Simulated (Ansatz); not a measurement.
# CdAu (Pm-3m): a soft mode frozen in

Which phase does CdAu (Pm-3m) fall into along its unstable mode, and how much energy does it gain?

Main program and level: Ansatz 0.2.0; DFT PBEsol, scalar-relativistic, plane waves, PAW; PAW set soft_1.

**1. Starting point**

The structure is cubic, space group Pm-3m (No. 221). Conventional cell: a = 3.317 Å, b = 3.317 Å, c = 3.317 Å, α = 90.00°, β = 90.00°, γ = 90.00°. Nearest to Cd lie 8 Au at 2.87 Å. Au has 8 Cd at 2.87 Å nearest. Farther neighbours are not listed.

**2. Phonons on a q mesh**

The cell comes from relaxations at this level that are not shown. Stability and thermal properties need the whole zone. Linear response on a 4×4×4 q mesh gives force constants as far as a supercell of that size would.

File input.yaml:

```yaml
crystal:
  lattice:
    - [3.3174904026, 0.0, 0.0]
    - [0.0, 3.3174904026, 0.0]
    - [0.0, 0.0, 3.3174904026]
  atoms:
    - { symbol: Cd, position: [0.5, 0.5, 0.5] }
    - { symbol: Au, position: [0.0, 0.0, 0.0] }
kpoints:
  mp_grid: { grid: [12, 12, 12] }
hamiltonian:
  xc: pbesol
  pseudopotentials: { kind: paw, azcp: { folder: soft_1 }, xc_functional: pbe }
scf:
  occupations: { method: methfessel_paxton, width: 0.2 }
output:
  eigenvalues: true
phonons:
  method: dfpt
  qmesh: [4, 4, 4]
  temperatures: { t_max: 1000, t_step: 50 }
  qpath:
    path:
      - [[0.0, 0.0, 0.0], [0.0, 0.5, 0.0], [0.5, 0.5, 0.0], [0.0, 0.0, 0.0], [0.5, 0.5, 0.5], [0.0, 0.5, 0.0]]
      - [[0.5, 0.5, 0.5], [0.5, 0.5, 0.0]]
    npoints: 10
```

Launch:

```console
> ansatz run input.yaml --threads 4 --pin off --max-ram 10240MiB --backend cpu --events-out ev --progress --plain --runs-dir out
```

Numbers of over 12 decimals in the logs are rounded to 6 here.

What it wrote:

```text
Engine: ansatz 0.2.0, aarch64-unknown-linux-gnu
Pseudopotentials: kind: paw
Pseudopotential: Cd, paw, valence charge 20, recommended cutoff 420 eV (normal), soft_1/Cd.paw.azcp
Pseudopotential: Au, paw, valence charge 19, recommended cutoff 420 eV (normal), soft_1/Au.paw.azcp
Functional definition: PBEsol
  exchange = pbesol_x
  correlation = pbesol_c
Crystal: 2 atoms, lattice volume = 36.511 Å³
Basis set: ecut = 420 eV, 739 PW (Γ), exchange–correlation on 48×48×48 points (8 copies of the dense FFT grid, shifted against one another)
Bands: 24, of which v1, the nominal top of the filled ones, is band 20 counted from 1 (19 counted from 0)
Symmetry: 48 space group operations
k-points: 84 of 1728
Non-local potential: Cd, projectors of the file, l = 0: 3, l = 1: 2, l = 2: 2, l = 3: 1
Non-local potential: Au, projectors of the file, l = 0: 3, l = 1: 2, l = 2: 2, l = 3: 1
PAW form: soft (Blöchl's): semilocal exchange-correlation on the pseudo side does not see the compensation charge
PAW frozen core: Cd, regenerated for the run's functional, and the local potential with it (the file was generated under x = pbe(κ = 0.804, μ = 0.219515), c = pbe(β = 0.066725))
PAW frozen core: Au, regenerated for the run's functional, and the local potential with it (the file was generated under x = pbe(κ = 0.804, μ = 0.219515), c = pbe(β = 0.066725))
PAW one-centre angular grid: Cd, 590 points (default); XC on 64 Gauss nodes
PAW one-centre angular grid: Au, 590 points (default); XC on 64 Gauss nodes
Initial density: superposition of atomic densities (chi_scale 0.1, normalization cell, long waves kept (reshape's long-wave potential 0.00 eV rms))
Initial wavefunctions: pseudopotential atomic-orbital guess
Functional: x = pbesol(κ = 0.804, μ = 0.123457), c = pbesol(β = 0.046)
SCF iter   1: F=—  HF=-21197.117228 eV  |F-HF|=—  |Δ(HF+E_count)|=         —  Δρ=1.68e-1  dr2=1.57e1  ethr=3.10e-3  ⟨swp⟩=4.8  Hψ=7456  notcnv=0
preconditioner: auto → Kerker (q_TF=auto, 2.758 Å⁻¹)  [metal: Δε(μ)=0.035 eV  Ē_g=13.068 eV  σ=0.200 eV  W_gap=0.15  n_scr=18 (ndim 8)  ℏωp=29.5 eV  f_vac=0.000  D(μ)=0.92/eV (n_scr^D=6)]
SCF iter   2: F=—  HF=-21193.618525 eV  |F-HF|=—  |Δ(HF+E_count)|=    3.50e0  S|Δr|=    0.00e0  Δρ=4.26e-2  dr2=1.22e0  ethr=3.10e-3  ⟨swp⟩=3.0  Hψ=4599  notcnv=0  defer=20
SCF iter   3: F=—  HF=-21193.357280 eV  |F-HF|=—  |Δ(HF+E_count)|=   2.61e-1  S|Δr|=    0.00e0  Δρ=1.70e-2  dr2=1.27e-1  ethr=3.10e-3  ⟨swp⟩=2.2  Hψ=3028  notcnv=0  defer=28
SCF iter   4: F=—  HF=-21193.342298 eV  |F-HF|=—  |Δ(HF+E_count)|=   1.50e-2  S|Δr|=    0.00e0  Δρ=4.35e-3  dr2=4.52e-3  ethr=3.25e-4  ⟨swp⟩=2.2  Hψ=3552  notcnv=0  defer=27
SCF iter   5: F=—  HF=-21193.341163 eV  |F-HF|=—  |Δ(HF+E_count)|=   1.14e-3  S|Δr|=    0.00e0  Δρ=1.26e-3  dr2=8.15e-4  ethr=1.16e-5  ⟨swp⟩=2.1  Hψ=3745  notcnv=0  defer=27
SCF iter   6: F=—  HF=-21193.340916 eV  |F-HF|=—  |Δ(HF+E_count)|=   2.47e-4  S|Δr|=    0.00e0  Δρ=4.79e-4  dr2=1.27e-4  ethr=2.09e-6  ⟨swp⟩=2.2  Hψ=3021  notcnv=0  defer=27
SCF iter   7: F=—  HF=-21193.340888 eV  |F-HF|=—  |Δ(HF+E_count)|=   2.84e-5  S|Δr|=    0.00e0  Δρ=7.92e-5  dr2=2.39e-6  ethr=3.26e-7  ⟨swp⟩=2.0  Hψ=2505  notcnv=0  defer=27
SCF iter   8: F=—  HF=-21193.340888 eV  |F-HF|=—  |Δ(HF+E_count)|=   2.75e-7  S|Δr|=    0.00e0  Δρ=2.24e-5  dr2=2.64e-7  ethr=6.12e-9  ⟨swp⟩=2.3  Hψ=2468  notcnv=0  defer=27
SCF iter   9: F=—  HF=-21193.340887 eV  |F-HF|=—  |Δ(HF+E_count)|=   5.31e-8  S|Δr|=    0.00e0  Δρ=2.26e-6  dr2=1.68e-9  ethr=6.78e-10  ⟨swp⟩=2.0  Hψ=2471  notcnv=0  defer=27
SCF iter  10: F=—  HF=-21193.340887 eV  |F-HF|=—  |Δ(HF+E_count)|=  2.40e-10  S|Δr|=    0.00e0  Δρ=4.17e-7  dr2=5.83e-11  ethr=4.31e-12  ⟨swp⟩=2.0  Hψ=3390  notcnv=0  defer=27
SCF iter  11: F=-21193.340887 eV  HF=-21193.340887 eV  |F-HF|=7.28e-12  |Δ(HF+E_count)|=  7.28e-12  S|Δr|=    0.00e0  Δρ=7.82e-8  dr2=2.32e-12  ethr=1.00e-12  ⟨swp⟩=6.7  Hψ=8817  notcnv=0
SCF 1 converged in 11 iterations: F = -21193.340887 eV  dr2 = 2.32e-12
  greatest PAW one-centre occupation: 1.000 electrons in one spin orbital (limit 2), on the Au atom at site 1 (counted from 0), in its partial waves of l = 0
phonons: the bands overlap, so this run is a metal and interpolates without the dipole-dipole term. If the crystal is really an insulator or semiconductor, its LO-TO splitting is missing
NSCF: frozen V_eff on 84 k-points
WARN: eigensolver did not converge (k=39): 1 band(s) unlocked after 20 sweeps at ethr=1.11e-12 eV (storage-precision floor; scheduled 1.00e-12 eV) (lowest unlocked band 23, counted from 0; max residual 2.61e-6 eV among the unlocked bands, 2.61e-6 eV over every band; other slots of this pass that fall short are told together in one closing line; warning suppressed until the next SCF loop or pass starts)
WARN: eigensolver did not converge in 3 slots of this pass, the one above among them; of largest residual over every band (k=49): 1 band(s) unlocked (lowest unlocked band 23, counted from 0; max residual 7.21e-6 eV among the unlocked bands, 7.21e-6 eV over every band); of lowest unlocked band (k=39): band 23
NSCF: frozen V_eff on 196 k-points
DFPT response loops at q = (0, 0, 0) (fractional): preconditioner auto → Kerker (q_TF=auto, 2.758 Å⁻¹) (partly filled bands, converged f_vac=0.000); β = 1.00, the filter's whole step (`scf.mixing.beta` (0.50) is not read by the response loops under this deck's `scf.mixing.preconditioner`; to damp them name `kerker` or `kerker_dos`, under which they read `scf.mixing.beta`, and type it under 1.00, their step now; both keys bind the ground state too); Broyden in place of MSR1
NSCF: frozen V_eff on 1176 k-points
DFPT response loops at q = (0, 0, 0.25) (fractional): mixed as the last ones told, above
NSCF: frozen V_eff on 686 k-points
DFPT response loops at q = (0, 0, -0.5) (fractional): mixed as the last ones told, above
NSCF: frozen V_eff on 2016 k-points
DFPT response loops at q = (0, 0.25, 0.25) (fractional): mixed as the last ones told, above
NSCF: frozen V_eff on 1176 k-points
DFPT response loops at q = (0, 0.25, -0.5) (fractional): mixed as the last ones told, above
NSCF: frozen V_eff on 686 k-points
DFPT response loops at q = (0, -0.5, -0.5) (fractional): mixed as the last ones told, above
NSCF: frozen V_eff on 1872 k-points
DFPT response loops at q = (0.25, 0.25, 0.25) (fractional): mixed as the last ones told, above
NSCF: frozen V_eff on 2016 k-points
DFPT response loops at q = (0.25, 0.25, -0.5) (fractional): mixed as the last ones told, above
NSCF: frozen V_eff on 1176 k-points
DFPT response loops at q = (0.25, -0.5, -0.5) (fractional): mixed as the last ones told, above
NSCF: frozen V_eff on 392 k-points
DFPT response loops at q = (-0.5, -0.5, -0.5) (fractional): mixed as the last ones told, above
SCF converged after 11 iterations
Stability not checked: this state was not tested for a lower state beside it, because cold or Methfessel-Paxton smearing, or corrected tetrahedra, fill the levels in a way that the test cannot read (fill_not_monotonic; see scf.lower_state_search)
Free energy (F): -21193.340887 eV
Harris-Foulkes:  -21193.340887 eV  (|F-HF|=7.28e-12)
Internal energy: -21193.340712 eV  (E = F + TS)
E sigma→0 (E₀):  -21193.340844 eV
Entropy (-TS):   -0.000175 eV (-0.088 meV/atom)
Fermi energy:    18.382197 eV
--- Per-component energies (eV) ---
  E_band       = -576.020282
  E_kinetic    = 1019.035765
  E_local      = -4468.657101  (includes V_loc(G=0)·N_el)
  E_nonlocal   = 222.833316
  E_hartree    = 2030.781064
  E_xc         = -370.754900
  E_vxc        = -458.278878  (∫ρ·V_xc dr)
  E_paw        = -13618.526611  (= ΣΔE_a)
  E_vpaw       = -952.517412  (= ΣTr[D̂ρ^β])
  E_aug_tail   = 0.001880  (compensation charges beyond the density's cutoff)
  E_ewald      = -6008.705613
  E_core_change = 0.651488  (= ΣΔE_core)
  E_smearing   = -0.000175  (= −TS)
  E_closure    = 0.000000  (closes the sum)
  Σ components = -21193.340887   (vs F -21193.340887, Δ=0.00e0)
--- Band table (eV; the first three rows and the last of 84) ---
  k-point 0: bands = [... 16 lower, 14.6845, 14.6845, 14.6845, 23.0903, 23.0903, 23.0903, 26.6009, 30.2487]
  k-point 1: bands = [... 16 lower, 14.6038, 14.6038, 14.6687, 22.1794, 23.3174, 23.3174, 27.1954, 30.1978]
  k-point 2: bands = [... 16 lower, 14.3959, 14.3959, 14.6252, 20.4944, 23.9633, 23.9633, 27.8282, 30.0543]
  k-point 83: bands = [... 16 lower, 15.1245, 15.1245, 20.2467, 20.5788, 22.2637, 22.2637, 22.2637, 23.7010]
--- Phonons (Γ-DFPT): 2 representative perturbations + reference (Σ response iterations 6) ---
  ASR residual: 1.613e-4 → 0.000e0 eV/Å²; symmetrization residual: 1.371e-5 eV/Å²
  ASR residual per site (eV/Å²): 8.19e-6 1.61e-4
  Γ frequencies (cm⁻¹): 0.00 0.00 0.00 122.65 122.65 122.65
--- Phonons (arbitrary-q DFPT): 10 irreducible q on the 4×4×4 mesh ---
  q = [0.0000, 0.0000, 0.0000] (star 1, of the zone-centre solve; hermiticity 6.93e-6, symmetrization 2.69e-11): -0.00 0.00 0.00 122.65 122.65 122.65
  q = [0.0000, 0.0000, 0.2500] (star 6, 4 solved perturbations in 1848 linear systems a pass and spin channel, the states on 588 of 1728 k-point pairs; hermiticity 7.38e-6, symmetrization 5.18e-13): 42.14 42.14 63.58 113.32 113.32 130.50
  q = [0.0000, 0.0000, -0.5000] (star 3, 4 solved perturbations in 1078 linear systems a pass and spin channel, the states on 343 of 1728 k-point pairs; hermiticity 6.03e-9, symmetrization 2.92e-9): 64.88 64.88 84.78 97.22 97.22 133.22
  q = [0.0000, 0.2500, 0.2500] (star 12, 4 solved perturbations in 3108 linear systems a pass and spin channel, the states on 1008 of 1728 k-point pairs; hermiticity 4.34e-6, symmetrization 3.49e-13): -16.26 56.47 74.13 106.67 119.90 138.38
  q = [0.0000, 0.2500, -0.5000] (star 12, 6 solved perturbations on 588 of 1728 k-point pairs; hermiticity 7.08e-6, symmetrization 2.45e-8): 38.15 39.91 67.08 97.59 133.87 145.49
  q = [0.0000, -0.5000, -0.5000] (star 3, 4 solved perturbations in 1078 linear systems a pass and spin channel, the states on 343 of 1728 k-point pairs; hermiticity 8.61e-6, symmetrization 3.25e-10): -25.41 -25.41 70.15 98.97 150.82 150.82
  q = [0.2500, 0.2500, 0.2500] (star 8, 2 solved perturbations on 936 of 1728 k-point pairs; hermiticity 4.13e-6, symmetrization 2.90e-12): 36.43 36.43 60.15 127.26 127.38 127.38
  q = [0.2500, 0.2500, -0.5000] (star 12, 4 solved perturbations in 3108 linear systems a pass and spin channel, the states on 1008 of 1728 k-point pairs; hermiticity 4.42e-6, symmetrization 1.26e-8): 34.27 39.35 67.23 109.01 133.52 142.38
  q = [0.2500, -0.5000, -0.5000] (star 6, 4 solved perturbations in 1848 linear systems a pass and spin channel, the states on 588 of 1728 k-point pairs; hermiticity 6.08e-6, symmetrization 8.45e-10): 34.16 34.16 67.45 107.75 139.18 139.18
  q = [-0.5000, -0.5000, -0.5000] (star 1, 2 solved perturbations on 196 of 1728 k-point pairs; hermiticity 3.07e-13, symmetrization 9.34e-13): 74.21 74.21 74.21 122.10 122.10 122.10
  sum rule: each row above includes the acoustic sum rule's correction from the zone centre's row sums; it moved no ω² by more than (0.47 cm⁻¹)²
  mesh force constants: q→R imaginary residual 4.27e-18; ASR residual 1.613e-4 → 0.000e0 eV/Å²; symmetrization residual 4.441e-15 eV/Å²
  interpolated dispersion: 62 rows × 6 modes
  density of states and harmonic sums: on the 20×20×20 q-mesh, interpolated from the force constants of a 4×4×4 supercell (no non-analytic term)
  largest difference from the sums on the solved wave vectors: F 5.72e-2 eV, S 6.84e-5 and C_V 1.15e-5 eV/K
  zero-point energy: 0.031724 eV/cell   skipped modes (ω ≤ 0): 68, of them read as no rigid motion or as one in doubt: 65 (1.988e-1 modes/cell left out, lowest -25.41 cm⁻¹)   left out of the sums: 3.32e-2 of the cell's modes: C_V's classical limit lies that fraction below 3 k_B per atom; for a crystal, a wire or a layer, F and S can be off by more, and a phonons.interpolated_qmesh denser along its periods is the remedy for the sampling
```

Elapsed: 4.6 min, on 4 threads of Arm Neoverse V2, shared host; peak memory 2.1 GiB; 18 min of CPU time.

In the SCF lines HF is the Harris–Foulkes energy and dr2 the Hartree energy of the density residual, in eV; the loop may stop once dr2 is under the threshold and the program's other checks hold. Hψ counts applications of the Hamiltonian.

This step gave:

| Property | Result |
| --- | --- |
| volume per atom | 18.26 Å³ |
| gap on the k-mesh | 0 eV |
| sum-rule residual before enforcement | 1.61e-4 eV/Å² |
| lowest frequency on the path | -25.41 cm⁻¹ |
| point group | m-3m |
| highest frequency on the path or at a solved wavevector | 150.8 cm⁻¹ |
| highest optical mode at the zone centre (no LO-TO term) | 122.7 cm⁻¹ |
| lowest optical zone-centre mode | 122.7 cm⁻¹ |
| lowest mode on the q mesh (acoustic modes at Γ apart) | -25.41 cm⁻¹ |

Frequencies (cm⁻¹) solved at each irreducible wavevector; negative means imaginary. Frequencies by wavevector, by row:

| q in reciprocal lattice units | star | mode 1 | mode 2 | mode 3 | mode 4 | mode 5 | mode 6 |
| --- | --- | --- | --- | --- | --- | --- | --- |
| 0 0 0 | 1 | 0 | 0 | 0 | 122.7 | 122.7 | 122.7 |
| 0 0 0.25 | 6 | 42.1 | 42.1 | 63.6 | 113.3 | 113.3 | 130.5 |
| 0 0 -0.5 | 3 | 64.9 | 64.9 | 84.8 | 97.2 | 97.2 | 133.2 |
| 0 0.25 0.25 | 12 | -16.3 | 56.5 | 74.1 | 106.7 | 119.9 | 138.4 |
| 0 0.25 -0.5 | 12 | 38.1 | 39.9 | 67.1 | 97.6 | 133.9 | 145.5 |
| 0 -0.5 -0.5 | 3 | -25.4 | -25.4 | 70.2 | 99 | 150.8 | 150.8 |
| 0.25 0.25 0.25 | 8 | 36.4 | 36.4 | 60.1 | 127.3 | 127.4 | 127.4 |
| 0.25 0.25 -0.5 | 12 | 34.3 | 39.4 | 67.2 | 109 | 133.5 | 142.4 |
| 0.25 -0.5 -0.5 | 6 | 34.2 | 34.2 | 67.5 | 107.8 | 139.2 | 139.2 |
| -0.5 -0.5 -0.5 | 1 | 74.2 | 74.2 | 74.2 | 122.1 | 122.1 | 122.1 |

Interpolated from a 4×4×4 q mesh. The phonon branches at the labelled points (cm⁻¹):

| point | branch 1 | branch 2 | branch 3 | branch 4 | branch 5 | branch 6 |
| --- | --- | --- | --- | --- | --- | --- |
| Γ | 0 | 0 | 0 | 123 | 123 | 123 |
| halfway | 42 | 42 | 64 | 113 | 113 | 130 |
| X | 65 | 65 | 85 | 97 | 97 | 133 |
| halfway | 38 | 40 | 67 | 98 | 134 | 146 |
| M | -25 | -25 | 70 | 99 | 151 | 151 |
| halfway | -16 | 56 | 74 | 107 | 120 | 138 |
| Γ | 0 | 0 | 0 | 123 | 123 | 123 |
| halfway | 36 | 36 | 60 | 127 | 127 | 127 |
| R | 74 | 74 | 74 | 122 | 122 | 122 |
| halfway | 34 | 39 | 67 | 109 | 134 | 142 |
| X | 65 | 65 | 85 | 97 | 97 | 133 |
| jump to R | 74 | 74 | 74 | 122 | 122 | 122 |
| halfway | 34 | 34 | 67 | 108 | 139 | 139 |
| M | -25 | -25 | 70 | 99 | 151 | 151 |

The phonon branches as a text plot (rows in cm⁻¹):

```
    147 |           *******                                   ***
    140 |         ***     ****                     *****     *
    132 |   ******         ** **         ****    *****  ** **
    125 |***       *            ******************    *   *
    118 | **      *          ****  **  *        ***    *  **
    110 |   **                *      **            **       **
    103 |     *  *        ****                       ****     **
     96 |      ***********                              **      *
     88 |       *                                        *
     81 |      * *
     74 |    **        *     **      ***     *****      * **
     66 |   *  ******** *****  *            **  * ********  *****
     59 |         *        ***      *   *        *     **  *
     52 |    **   **      *              ****         *
     44 |  **      *          * *        ***      *  *      *
     37 |                      *        *          ***       *
     30 | **        *    *         * ***
     22 |                       **  *
     15 |**          *           *
      8 |*                     *** *
      0 |                         *
     -7 |                     *                               *
    -14 |             * *    *
    -22 |              ******                                  **
         Γ      X      M          Γ            R        X|R     M
```

Symmetry leaves 10 wavevectors to solve. The lowest mode among them, the acoustic zeros apart, lies at q = (0, -0.5, -0.5) and is imaginary, 25.4i cm⁻¹, so the energy falls along it.

**3. The mode frozen in, largest atomic shift 0 Å**

The mode followed lies at q = (0, -0.5, -0.5) with frequency 25.4i cm⁻¹ and is 2-fold degenerate, the softest among the wavevectors solved. At small amplitude the distorted cell has space group no. 51 by a symmetry search on the positions. The undistorted cell that holds it gives the zero of energy on the same k mesh.

System of this step: CdAu. The structure is cubic, space group Pm-3m (No. 221). The conventional cell has a = 3.317 Å, b = 3.317 Å, c = 3.317 Å, α = 90.00°, β = 90.00°, γ = 90.00°. Nearest to Cd lie 8 Au at 2.87 Å. Nearest to Au lie 8 Cd at 2.87 Å. Farther neighbours are not listed.

input.yaml, the sections that differ from step 2:

```yaml
crystal:
  lattice:
    - [-3.3174904026, 0.0, 0.0]
    - [0.0, -3.3174904026, -3.3174904026]
    - [0.0, -3.3174904026, 3.3174904026]
  atoms:
    - { symbol: Cd, position: [0.5, 0.0, 0.5] }
    - { symbol: Cd, position: [0.5, 0.5, 0.0] }
    - { symbol: Au, position: [0.0, 0.5, 0.5] }
    - { symbol: Au, position: [0.0, 0.0, 0.0] }
kpoints:
  mp_grid: { grid: [12, 10, 10] }
output:
  forces: true
  stress: true
  eigenvalues: true
# hamiltonian, scf: as in step 2
# phonons: removed
```

What it wrote:

```text
[...]
Crystal: 4 atoms, lattice volume = 73.023 Å³
Basis set: ecut = 420 eV, 1459 PW (Γ), exchange–correlation on 48×64×64 points (8 copies of the dense FFT grid, shifted against one another)
Bands: 47, of which v1, the nominal top of the filled ones, is band 39 counted from 1 (38 counted from 0)
Symmetry: 32 space group operations
[...]
k-points: 147 of 1200
[...]
k-point 0: bands = [... 35 lower, 14.6847, 15.0837, 16.5987, 16.5987, 18.7908, 20.8053, 23.0903, 23.0904, ... 4 higher]
  k-point 1: bands = [... 35 lower, 14.6785, 14.9030, 15.9551, 16.8703, 19.2578, 21.1657, 22.7018, 22.9009, ... 4 higher]
  k-point 2: bands = [... 35 lower, 14.5605, 14.6609, 14.9298, 17.4802, 19.6995, 21.9654, 22.3471, 22.3882, ... 4 higher]
  k-point 146: bands = [... 35 lower, 15.0846, 16.5981, 16.5981, 16.5995, 16.5995, 18.7910, 18.7910, 20.8058, ... 4 higher]
[key lines of the parts left out:]
SCF converged after 9 iterations
Free energy (F): -42386.676262 eV
Fermi energy:    18.296460 eV
P = ⅓ Tr σ = 0.0435 GPa (0.435 kbar)
```

It took 5.3 s on 4 threads; peak memory 0.61 GiB; 20 s of CPU time.

Numbers from this step:

* pressure: 0.04345 GPa
* energy from the undistorted cell: 0 meV/atom

The run ends at a pressure of 0.04 GPa.

(Continued in part 2 of 3.)

[Logs are printed without paths, hosts, clocks, repeated set-up lines and the standing remarks that a program may print on its own settings, such as how far it seeks lower states.]

[Hosts, paths, dates, database ids (printed as entryN), source tags and the programs' standing remarks are cut or masked in the printed files.]
